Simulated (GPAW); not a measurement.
# O K-edge XANES of MnO2 (Pnnm), part 2 of 3

What does one-electron theory with a core hole give for the O K edge of MnO2 (Pnnm)?

GPAW 26.7.0; X-ray absorption from dipole matrix elements to empty bands, plane-wave PAW LDA+U.

So far. Step 2 (Ground state of the crystal): The mesh shows a gap of 0.55 eV, so the hole is first treated in a charged cell, without the excited electron. Step 3 (Spectrum without a core hole, O atom 3): Main maxima below 24 eV (height): 1.3 eV (1.89), 2.7 eV (1.90), 4.2 eV (2.29) and 15.7 eV (2.04). A K edge sees empty p states; the first features are O p mixed into the empty d states of the Mn neighbours, and the broad ones above probably into the cations' higher empty bands.

**4. Reference energy of the supercell**

Level of this step: plane-wave PAW DFT, LDA+U, self-consistent field (GPAW).

The photon energy needs a difference of total energies, so the cell and mesh of the coming hole run are first run without a hole.

Contents of scf.py:

```python
import numpy as np
from ase import Atoms
from ase.parallel import parprint, paropen
from gpaw import GPAW, PW, FermiDirac, Mixer, MixerDif, setup_paths
from gpaw.test import gen
setup_paths.insert(0, '.')
gen('O', name='nch1s', xcname='LDA', corehole=(1, 0, 0), write_xml=True)
from gpaw.mpi import world
world.barrier()

atoms = Atoms('Mn8O16',
    cell=[[-4.33057597, 4.46231267, 0],
     [-4.33057597, -4.46231267, 0],
     [4.33057597, 0, 5.7249536]],
    scaled_positions=[[0.125, 0.625, 0.25],
     [0.625, 0.125, 0.25],
     [0.375, 0.875, 0.75],
     [0.875, 0.375, 0.75],
     [0, 0, 0],
     [0.5, 0.5, 0],
     [0.25, 0.25, 0.5],
     [0.75, 0.75, 0.5],
     [0.42948516, 0.60652248, 0.25],
     [0.92948515, 0.10652249, 0.25],
     [0.67948515, 0.85652248, 0.75],
     [0.17948516, 0.35652249, 0.75],
     [0.01847751, 0.69551484, 0],
     [0.51847752, 0.19551484, 0],
     [0.26847751, 0.94551485, 0.5],
     [0.76847752, 0.44551484, 0.5],
     [0.98152248, 0.30448515, 0],
     [0.48152249, 0.80448516, 0],
     [0.23152249, 0.55448516, 0.5],
     [0.73152248, 0.05448516, 0.5],
     [0.82051484, 0.64347752, 0.25],
     [0.32051484, 0.14347751, 0.25],
     [0.07051485, 0.89347752, 0.75],
     [0.57051485, 0.39347751, 0.75]],
    magmoms=[4.0, 4.0, 4.0, 4.0, -4.0, -4.0, -4.0, -4.0, 0.0, 0.0, 0.0, 0.0, 0.0, 0.0, 0.0, 0.0, 0.0, 0.0, 0.0, 0.0, 0.0, 0.0, 0.0, 0.0],
    pbc=True)
atoms.calc = calc = GPAW(legacy_gpaw=True, mode=PW(500), xc='LDA', setups={'Mn': ':d,3.9', 8: 'nch1s'},
    kpts={'size': (2, 2, 2), 'gamma': True}, occupations=FermiDirac(0.02),
    charge=0, mixer=MixerDif(0.05, 8, 50), maxiter=150,
    convergence={'density': 0.0001}, txt='scf.txt')
energy = atoms.get_potential_energy() + calc.get_reference_energy()
ef = calc.get_fermi_level()
out = dict(energy=energy, fermi=ef, forces=atoms.get_forces().tolist(), magmoms=atoms.get_magnetic_moments().tolist())
parprint(f'all-electron energy {energy:.4f} eV, Fermi level {ef:.4f} eV')
ev = np.array([[calc.get_eigenvalues(k, s) for k in range(len(calc.get_ibz_k_points()))] for s in range(calc.get_number_of_spins())])
out['homo'], out['lumo'], out['counts'] = ev[ev < ef].max(), ev[ev > ef].min(), sorted(set((ev < ef).sum((0, 2)).tolist()))
out['filled'] = (ev[:, 0] < ef).sum(1).tolist()
import json
with paropen('out.json', 'w') as f:
    json.dump(out, f)
```

The run is started by

```
$ OMP_NUM_THREADS=1 mpirun -n 4 gpaw python scf.py
```

Numbers of over 12 decimals in the logs are rounded to 6 here.

Log:

```text
Input parameters:
  convergence: {density: 0.0001}
  kpts: {gamma: True,
         size: (2, 2, 2)}
  maxiter: 150
  mixer: {backend: pulay,
          beta: 0.05,
          method: difference,
          nmaxold: 8,
          weight: 50}
  mode: {ecut: 500.0,
         name: pw}
  occupations: {fixmagmom: False,
                name: fermi-dirac,
                width: 0.02}
  setups: {8: nch1s,
           Mn: :d,3.9}

[...]
2s(2) :    -0.872866     1.079797
*s    :     0.127134
2p(4) :    -0.337925     0.876472
*p    :     0.662075
*d    :     0.000000
--------------------------------

Diagonalizing with gridspacing h=0.050

state   all-electron     PAW
-------------------------------
2s:      -0.872866    -0.873954
2p:      -0.337925    -0.341740
*d:                    0.050276
*f:                    0.077289
-------------------------------
all-electron energy -284286.5968 eV, Fermi level 5.8521 eV
[key lines of the parts left out:]
Converged after 23 iterations.
Dipole moment: (-0.000002, 0.000000, 0.000001) |e|*Ang
Free energy:   -196.291911
Fermi level: 5.85209
```

Wall time 3.8 min (4 MPI ranks of Arm Neoverse V1, shared host); peak memory 0.68 GiB.

Reference energy: -284286.597 eV with the cores included.

**5. Spectrum with FCH, O atom 3**

The holes are 6.2 Å apart. In GPAW the data set carries the hole's charge, so charge=0 means a charged cell and charge=-1 a neutral one. The excited electron is left out and a uniform background balances the charge. After the field has converged, empty bands are computed with the density fixed and the dipole matrix elements are summed.

Contents of xas.py:

```python
import numpy as np
from ase import Atoms
from ase.parallel import parprint, paropen
from gpaw import GPAW, PW, FermiDirac, Mixer, MixerDif, setup_paths
from gpaw.test import gen
setup_paths.insert(0, '.')
gen('O', name='fch1s', xcname='LDA', corehole=(1, 0, 1), write_xml=True)
from gpaw.mpi import world
world.barrier()

atoms = Atoms('Mn8O16',
    cell=[[-4.33057597, 4.46231267, 0],
     [-4.33057597, -4.46231267, 0],
     [4.33057597, 0, 5.7249536]],
    scaled_positions=[[0.125, 0.625, 0.25],
     [0.625, 0.125, 0.25],
     [0.375, 0.875, 0.75],
     [0.875, 0.375, 0.75],
     [0, 0, 0],
     [0.5, 0.5, 0],
     [0.25, 0.25, 0.5],
     [0.75, 0.75, 0.5],
     [0.42948516, 0.60652248, 0.25],
     [0.92948515, 0.10652249, 0.25],
     [0.67948515, 0.85652248, 0.75],
     [0.17948516, 0.35652249, 0.75],
     [0.01847751, 0.69551484, 0],
     [0.51847752, 0.19551484, 0],
     [0.26847751, 0.94551485, 0.5],
     [0.76847752, 0.44551484, 0.5],
     [0.98152248, 0.30448515, 0],
     [0.48152249, 0.80448516, 0],
     [0.23152249, 0.55448516, 0.5],
     [0.73152248, 0.05448516, 0.5],
     [0.82051484, 0.64347752, 0.25],
     [0.32051484, 0.14347751, 0.25],
     [0.07051485, 0.89347752, 0.75],
     [0.57051485, 0.39347751, 0.75]],
    magmoms=[4.0, 4.0, 4.0, 4.0, -4.0, -4.0, -4.0, -4.0, 0.0, 0.0, 0.0, 0.0, 0.0, 0.0, 0.0, 0.0, 0.0, 0.0, 0.0, 0.0, 0.0, 0.0, 0.0, 0.0],
    pbc=True)
atoms.calc = calc = GPAW(legacy_gpaw=True, mode=PW(500), xc='LDA', setups={'Mn': ':d,3.9', 8: 'fch1s'},
    kpts={'size': (2, 2, 2), 'gamma': True}, occupations=FermiDirac(0.02),
    charge=0, mixer=MixerDif(0.05, 8, 50), maxiter=150,
    convergence={'density': 0.0001}, txt='scf.txt')
energy = atoms.get_potential_energy() + calc.get_reference_energy()
ef = calc.get_fermi_level()
out = dict(energy=energy, fermi=ef, forces=atoms.get_forces().tolist(), magmoms=atoms.get_magnetic_moments().tolist())
parprint(f'all-electron energy {energy:.4f} eV, Fermi level {ef:.4f} eV')
ev = np.array([[calc.get_eigenvalues(k, s) for k in range(len(calc.get_ibz_k_points()))] for s in range(calc.get_number_of_spins())])
out['homo'], out['lumo'], out['counts'] = ev[ev < ef].max(), ev[ev > ef].min(), sorted(set((ev < ef).sum((0, 2)).tolist()))
out['filled'] = (ev[:, 0] < ef).sum(1).tolist()

from ase.units import Ha
from gpaw.xas import dipole_matrix_elements
nb = int(calc.get_number_of_electrons() / 2) + 174
top, nb = nb, nb + 8 + nb // 12
nscf = calc.fixed_density(kpts={'size': (3, 3, 3), 'gamma': True}, nbands=nb,
    convergence={'bands': top, 'eigenstates': 1e-5}, maxiter=60, txt='nscf.txt')
cell = atoms.cell.array
ops = [cell.T @ U.T @ np.linalg.inv(cell.T) for U in nscf.wfs.kd.symmetry.op_scc]
filled = [108, 108]  # bands filled in the ground state, by spin
E = np.arange(-6, 34, 0.1)
fwhm = np.interp(E, [4, 25], [0.9, 3.5])
Y, X, zero, highest = 0, 0, 1e9, 1e9
for spin in range(nscf.get_number_of_spins()):
    wfs = nscf.wfs
    A = dipole_matrix_elements(wfs.setups[8])
    eps = np.zeros((wfs.kd.nibzkpts, nb))
    d = np.zeros((3, A.shape[1], wfs.kd.nibzkpts, nb), complex)
    for kpt in wfs.kpt_u:
        if kpt.s == spin and 8 in kpt.P_ani:
            eps[kpt.k] = kpt.eps_n * Ha
            d[:, :, kpt.k] = (kpt.weight * wfs.nspins / 2) ** 0.5 * np.inner(A, kpt.P_ani[8])
    world.sum(eps)
    world.sum(d)
    T = np.einsum('amkn,bmkn->abkn', d, d.conj()).real
    T = sum(np.einsum('ai,ijkn,bj->abkn', R, T, R) for R in ops) / len(ops)
    empty = np.ones_like(eps, bool) & (np.arange(nb) >= filled[spin])
    zero, highest = min(zero, eps[empty].min()), min(highest, eps[:, top - 1].min())
    lines = [(eps, T, empty)] if spin == 0 else lines + [(eps, T, empty)]
for eps, T, empty in lines:
    f = np.einsum('aakn->akn', T).reshape(3, -1)
    x = eps.ravel() - zero
    w = np.interp(x, E, fwhm) / 2.35482
    g = np.exp(-0.5 * ((E[:, None] - x) / w) ** 2) / (w * (2 * np.pi) ** 0.5)
    Y = Y + (f * empty.ravel()) @ g.T
    X = X + (f * ~empty.ravel()) @ g.T
out.update(E=E.round(2).tolist(), xas=Y.tolist(), xes=X.tolist(), zero=zero, valid=highest - zero, nk=len(eps), nb=nb)
for i in range(0, len(E), 10):
    parprint(f'{E[i]:7.2f}', *(f'{v:10.3e}' for v in Y[:, i]))
import json
with paropen('out.json', 'w') as f:
    json.dump(out, f)
```

The run is started by

```
$ OMP_NUM_THREADS=1 mpirun -n 4 gpaw python xas.py
```

Log:

```text
Input parameters:
  convergence: {density: 0.0001}
  kpts: {gamma: True,
         size: (2, 2, 2)}
  maxiter: 150
  mixer: {backend: pulay,
          beta: 0.05,
          method: difference,
          nmaxold: 8,
          weight: 50}
  mode: {ecut: 500.0,
         name: pw}
  occupations: {fixmagmom: False,
                name: fermi-dirac,
                width: 0.02}
  setups: {8: fch1s,
           Mn: :d,3.9}

Initialize ...

[... PAW data sets ...]

Reference energy: -283539.638160  # eV

Spin-polarized calculation.
Initial magnetic moment: 0.000000

[... convergence settings ...]
Symmetries present (total): 1
  [... symmetry matrices ...]

8 k-points: 2 x 2 x 2 Monkhorst-Pack grid + [1/4,1/4,1/4]
8 k-points in the irreducible part of the Brillouin zone
       k-points in crystal coordinates                weights
   0:     0.00000000    0.00000000    0.00000000          1/8
   1:     0.00000000    0.00000000    0.50000000          1/8
   2:     0.00000000    0.50000000    0.00000000          1/8
   3:     0.00000000    0.50000000    0.50000000          1/8
   4:     0.50000000    0.00000000    0.00000000          1/8
   5:     0.50000000    0.00000000    0.50000000          1/8
   6:     0.50000000    0.50000000    0.00000000          1/8
   7:     0.50000000    0.50000000    0.50000000          1/8

Wave functions: Plane wave expansion
  Cutoff energy: 500.000 eV
  Number of coefficients (min, max): 5588, 5636
  Pulay-stress correction: 0.000000 eV/Ang^3 (de/decut=0.000000)
  Using FFTW library
  Wavefunction extrapolation:
    Improved wavefunction reuse through dual PAW basis

Occupation numbers: Fermi-Dirac:
  width: 0.0200  # eV

Eigensolver
   Davidson(niter=2)

Densities:
  Coarse grid: 35*35*40 grid
  Fine grid: 70*70*80 grid
  Total Charge: 1.000000

Density mixing:
  Method: difference
  Backend: pulay
  Linear mixing parameter: 0.05
  old densities: 8
  Width of damping distribution: 1.1
  Damping of long wavelength oscillations: 50

[... Hamiltonian set-up ...]
Number of atoms: 24
Number of atomic orbitals: 168
Number of bands in calculation: 134
Number of valence electrons: 216
Bands to converge: occupied

... initialized

Initializing position-dependent things.

Density initialized from atomic densities
Creating initial wave functions:
  134 bands from LCAO basis set

                   MnO
              O       O  O
                OMn
             Mn    On  Mn
           O       O O
              O O
             Mn  Mn    Mn
         O
              O

Atomic positions and initial magnetic moments

Positions:
   0 Mn    -2.165288   -2.231156    1.431238    ( 0.0000,  0.0000,  4.0000)
   1 Mn    -2.165288    2.231156    1.431238    ( 0.0000,  0.0000,  4.0000)
   2 Mn    -2.165288   -2.231156    4.293715    ( 0.0000,  0.0000,  4.0000)
   3 Mn    -2.165288    2.231156    4.293715    ( 0.0000,  0.0000,  4.0000)
   4 Mn     0.000000    0.000000    0.000000    ( 0.0000,  0.0000, -4.0000)
   5 Mn    -4.330576    0.000000    0.000000    ( 0.0000,  0.0000, -4.0000)
   6 Mn     0.000000    0.000000    2.862477    ( 0.0000,  0.0000, -4.0000)
[...]
21 O     -0.926710    0.789996    1.431238    ( 0.0000,  0.0000,  0.0000)
  22 O     -0.926710   -3.672317    4.293715    ( 0.0000,  0.0000,  0.0000)
  23 O     -0.926710    0.789996    4.293715    ( 0.0000,  0.0000,  0.0000)

Unit cell:
           periodic     x           y           z      points  spacing
  1. axis:    yes   -4.330576    4.462313    0.000000    35     0.1561
  2. axis:    yes   -4.330576   -4.462313    0.000000    35     0.1561
  3. axis:    yes    4.330576    0.000000    5.724954    40     0.1431

  Lengths:   6.218209   6.218209   7.178369
  Angles:  114.843805 114.843805  91.716704

Effective grid spacing dv^(1/3) = 0.1653

iter:   1  -246.569154                   -0.0000
[...]
iter:  25  -228.895702c  -7.50c -4.52c   +0.0000

Converged after 25 iterations.

Dipole moment: (-0.238255, -0.113164, -0.210230) |e|*Ang

Total magnetic moment: (0.000000, 0.000000, 0.000005)
Local magnetic moments:
   0 Mn ( 0.000000,  0.000000,  2.919943)
   1 Mn ( 0.000000,  0.000000,  2.902999)
   2 Mn ( 0.000000,  0.000000,  2.898951)
   3 Mn ( 0.000000,  0.000000,  2.898950)
   4 Mn ( 0.000000,  0.000000, -2.901950)
   5 Mn ( 0.000000,  0.000000, -2.912112)
   6 Mn ( 0.000000,  0.000000, -2.901950)
   7 Mn ( 0.000000,  0.000000, -2.912112)
   8 O  ( 0.000000,  0.000000, -0.170671)
   9 O  ( 0.000000,  0.000000, -0.006554)
  10 O  ( 0.000000,  0.000000, -0.007344)
  11 O  ( 0.000000,  0.000000, -0.007344)
  12 O  ( 0.000000,  0.000000,  0.010486)
  13 O  ( 0.000000,  0.000000,  0.010259)
  14 O  ( 0.000000,  0.000000,  0.010486)
[...]
21 O  ( 0.000000,  0.000000, -0.002692)
  22 O  ( 0.000000,  0.000000,  0.021410)
  23 O  ( 0.000000,  0.000000,  0.021410)

Energy contributions relative to reference atoms: (reference = -283539.638160)

Kinetic:        +97.585723
Potential:     -130.024219
External:        +0.000000
XC:            -196.818400
Entropy (-ST):   -0.000002
Local:           +0.361194
SIC:             +0.000000
--------------------------
Free energy:   -228.895703
Extrapolated:  -228.895702

Spin contamination: 14.103859 electrons
Showing only first 2 kpts
                      Up                     Down
 Kpt  Band  Eigenvalues  Occupancy  Eigenvalues  Occupancy
  0   106      5.33406    1.00000      5.31070    1.00000
  0   107      5.56435    0.99999      5.57608    0.99997
  0   108      5.99396    0.00003      6.02459    0.00001
  0   109      6.75425    0.00000      6.57958    0.00000

  1   106      5.13170    1.00000      5.16597    1.00000
  1   107      5.44155    1.00000      5.40527    1.00000
  1   108      6.09503    0.00000      6.12509    0.00000
  1   109      6.50707    0.00000      6.41456    0.00000

Fermi level: 5.78743

Gap: 0.418 eV
Transition (v -> c):
  (s=1, k=0, n=107, [0.00, 0.00, 0.00]) -> (s=0, k=0, n=108, [0.00, 0.00, 0.00])
No difference between direct/indirect transitions

Forces in eV/Ang:
  0 Mn    1.96368   -2.15560   -0.00000
  1 Mn   -0.14188    0.19072   -0.00000
  2 Mn   -0.07414    0.08382   -0.10259
  3 Mn   -0.07414    0.08383    0.10259
  4 Mn    0.13811   -0.13448    0.26944
  5 Mn   -1.36488    1.25381   -2.65437
  6 Mn    0.13811   -0.13448   -0.26944
[...]
21 O    -0.02424    0.00022   -0.00003
 22 O     0.37157   -0.31434   -0.59056
 23 O     0.37143   -0.31444    0.59056
Scalar-relativistic atomic LDA calculation for O (Oxygen, Z=8)
Core hole in 1s state (1s occupation: 1.0)
300 radial gridpoints.
|------------------------------------------------|
|------------------------------------------------|
[... the atom generator's iteration count ...]

Energy contributions:
-------------------------
Kinetic:      +54.046737
XC:            -5.876031
Potential:   -102.458324
-------------------------
Total:        -54.287618

state      eigenvalue         ekin         rmax
-----------------------------------------------
1s^1.0 :   -21.731873    30.611423        0.127
2s^2.0 :    -1.594915     4.066245        0.801
2p^4.0 :    -1.067100     3.825706        0.682
-----------------------------------------------
(units: Bohr and Hartree)

Generating PAW setup
Kinetic energy of the core from tauc = 30.636371
Cutoffs:
rc(s)=1.300
rc(p)=1.130
rc(d)=1.170
rc(vbar)=1.300
rc(comp)=1.260
rc(nct)=1.300

Kinetic energy of the core states: 30.611423
Charge: 1.0
Core electrons: 1.0
Valence electrons: 6.0
Pseudo-core charge: 0.000198
Shape function alpha=6.299
Pseudo-electron charge 5.280306
state    eigenvalue         norm
--------------------------------
2s(2) :    -1.594915     1.065643
*s    :    -0.594915
2p(4) :    -1.067100     0.787205
*p    :    -0.067100
*d    :     0.000000
--------------------------------

Diagonalizing with gridspacing h=0.050

state   all-electron     PAW
-------------------------------
2s:      -1.594915    -1.596334
2p:      -1.067100    -1.073375
*d:                   -0.060686
*f:                   -0.013559
-------------------------------
all-electron energy -283768.5339 eV, Fermi level 5.7874 eV
  -6.00  3.296e-61  3.358e-60  1.664e-64
  -5.00  8.696e-45  7.915e-44  1.886e-47
  -4.00  2.789e-31  2.072e-30  2.703e-33
  -3.00  1.289e-20  6.433e-20  4.832e-22
  -2.00  9.693e-13  2.732e-12  1.124e-13
  -1.00  1.137e-07  1.901e-07  4.130e-08
  -0.00  3.937e-05  3.903e-05  4.473e-05
[...]
31.00  8.011e-05  5.776e-05  7.877e-05
  32.00  7.226e-05  6.196e-05  9.303e-05
  33.00  7.196e-05  6.523e-05  1.085e-04
```

Run time: 14 min. Hardware: 4 MPI ranks; peak memory 1.1 GiB; 58 min of CPU time.

The O K spectrum, O atom 3, full core hole (charged cell) (energy from the lowest empty level; intensity scaled to a mean of 1 over the first 20 eV; polarised curves are means over the symmetry-equivalent atoms):

```
E (eV)  isotropic  ε ∥ x  ε ∥ y  ε ∥ z
 -2.00       0.00   0.00   0.00   0.00
 -1.25       0.00   0.00   0.00   0.00
 -0.50       0.03   0.03   0.04   0.02
  0.25       0.72   0.68   0.62   0.87
  1.00       1.51   1.39   1.42   1.71
  1.75       0.77   0.76   0.83   0.72
  2.50       1.21   1.15   1.13   1.34
  3.25       1.42   1.30   1.28   1.69
  4.00       1.37   1.25   1.29   1.57
  4.75       0.22   0.19   0.21   0.24
  5.50       0.01   0.01   0.01   0.01
  6.25       0.00   0.00   0.00   0.00
  7.00       0.00   0.00   0.00   0.00
  7.75       0.02   0.02   0.02   0.02
  8.50       0.09   0.09   0.09   0.09
  9.25       0.29   0.27   0.27   0.31
 10.00       0.76   0.70   0.73   0.86
 10.75       1.35   1.16   1.27   1.62
 11.50       1.68   1.36   1.51   2.16
 12.25       1.72   1.38   1.50   2.27
 13.00       1.81   1.49   1.60   2.33
 13.75       2.04   1.84   1.89   2.39
 14.50       2.23   2.30   2.22   2.18
 15.25       2.14   2.47   2.27   1.66
 16.00       1.74   2.19   1.90   1.12
 16.75       1.27   1.67   1.37   0.76
 17.50       0.88   1.15   0.93   0.55
 18.25       0.62   0.75   0.66   0.43
 19.00       0.46   0.50   0.51   0.37
 19.75       0.39   0.37   0.43   0.37
 20.50       0.38   0.31   0.39   0.42
 21.25       0.40   0.27   0.41   0.51
 22.00       0.44   0.26   0.46   0.59
 22.75       0.48   0.27   0.56   0.61
 23.50       0.52   0.31   0.69   0.57
 24.25       0.56   0.40   0.79   0.49
 25.00       0.59   0.51   0.82   0.44
 25.75       0.61   0.63   0.77   0.42
 26.50       0.60   0.73   0.66   0.42
 27.25       0.59   0.79   0.54   0.44
 28.00       0.57   0.81   0.46   0.44
 28.75       0.56   0.80   0.42   0.46
 29.50       0.55   0.76   0.41   0.49
 30.25       0.55   0.69   0.42   0.54
 31.00       0.56   0.62   0.45   0.61
 31.75       0.58   0.57   0.47   0.69
```

Main maxima below 24 eV (height): 0.8 eV (1.60), 2.5 eV (1.21), 3.6 eV (1.81) and 14.7 eV (2.24). 

The hole costs E(hole) − E(ground) = 518.06 eV, and the lowest empty level of the hole cell on the spectrum's mesh lies at 5.99 eV, which puts the zero at 524.06 eV.

**6. Excitation energy, O atom 3**

With the excited electron kept in the cell the system stays neutral, and the energy difference is an excitation energy by itself. In a small cell that electron takes up a good share of the lowest empty band, or all of one, which shifts the value from the true onset.

Changed against the first core-hole run: core hole to XCH, with the smearing that suits a partly filled band.

scf.py: that of step 4 with these lines changed.

```diff
@@ -6,3 +6,3 @@
 setup_paths.insert(0, '.')
-gen('O', name='nch1s', xcname='LDA', corehole=(1, 0, 0), write_xml=True)
+gen('O', name='fch1s', xcname='LDA', corehole=(1, 0, 1), write_xml=True)
 from gpaw.mpi import world
@@ -40,5 +40,5 @@
     pbc=True)
-atoms.calc = calc = GPAW(legacy_gpaw=True, mode=PW(500), xc='LDA', setups={'Mn': ':d,3.9', 8: 'nch1s'},
-    kpts={'size': (2, 2, 2), 'gamma': True}, occupations=FermiDirac(0.02),
-    charge=0, mixer=MixerDif(0.05, 8, 50), maxiter=150,
+atoms.calc = calc = GPAW(legacy_gpaw=True, mode=PW(500), xc='LDA', setups={'Mn': ':d,3.9', 8: 'fch1s'},
+    kpts={'size': (2, 2, 2), 'gamma': True}, occupations=FermiDirac(0.04),
+    charge=-1, mixer=MixerDif(0.05, 8, 50), maxiter=150,
     convergence={'density': 0.0001}, txt='scf.txt')
```

The run is started by

```
$ OMP_NUM_THREADS=1 mpirun -n 4 gpaw python scf.py
```

Log:

```text
Input parameters:
  charge: -1
  convergence: {density: 0.0001}
  kpts: {gamma: True,
         size: (2, 2, 2)}
  maxiter: 150
  mixer: {backend: pulay,
          beta: 0.05,
          method: difference,
          nmaxold: 8,
          weight: 50}
  mode: {ecut: 500.0,
         name: pw}
  occupations: {fixmagmom: False,
                name: fermi-dirac,
                width: 0.04}
  setups: {8: fch1s,
[...]
2s(2) :    -1.594915     1.065643
*s    :    -0.594915
2p(4) :    -1.067100     0.787205
*p    :    -0.067100
*d    :     0.000000
--------------------------------

Diagonalizing with gridspacing h=0.050

state   all-electron     PAW
-------------------------------
2s:      -1.594915    -1.596334
2p:      -1.067100    -1.073375
*d:                   -0.060686
*f:                   -0.013559
-------------------------------
all-electron energy -283762.4106 eV, Fermi level 6.3104 eV
[key lines of the parts left out:]
Converged after 27 iterations.
Dipole moment: (-0.202919, -0.082799, -0.196503) |e|*Ang
Free energy:   -222.775385
Fermi level: 6.31040
```

It took 4.4 min on 4 MPI ranks; peak memory 0.68 GiB; 18 min of CPU time.

The total-energy difference is 524.19 eV.

[end of part 2 of 3]

[Banner, clock and machine lines of the logs are left out without a mark of their own.]

[Logs are printed without paths, hosts, clocks, repeated set-up lines and the standing remarks that a program may print on its own settings, such as how far it seeks lower states.]

[Hosts, paths, dates, database ids (printed as entryN), source tags and the programs' standing remarks are cut or masked in the printed files.]

[Lists of maxima count a maximum above −3 eV only where it reaches 4 % of the highest in the window and stands out from its surroundings by 2 % of it (1.5 % where it reaches 55 %); shoulders and weaker maxima are passed over, and of the rest the first, up to two pre-edge ones and the few strongest are named.]
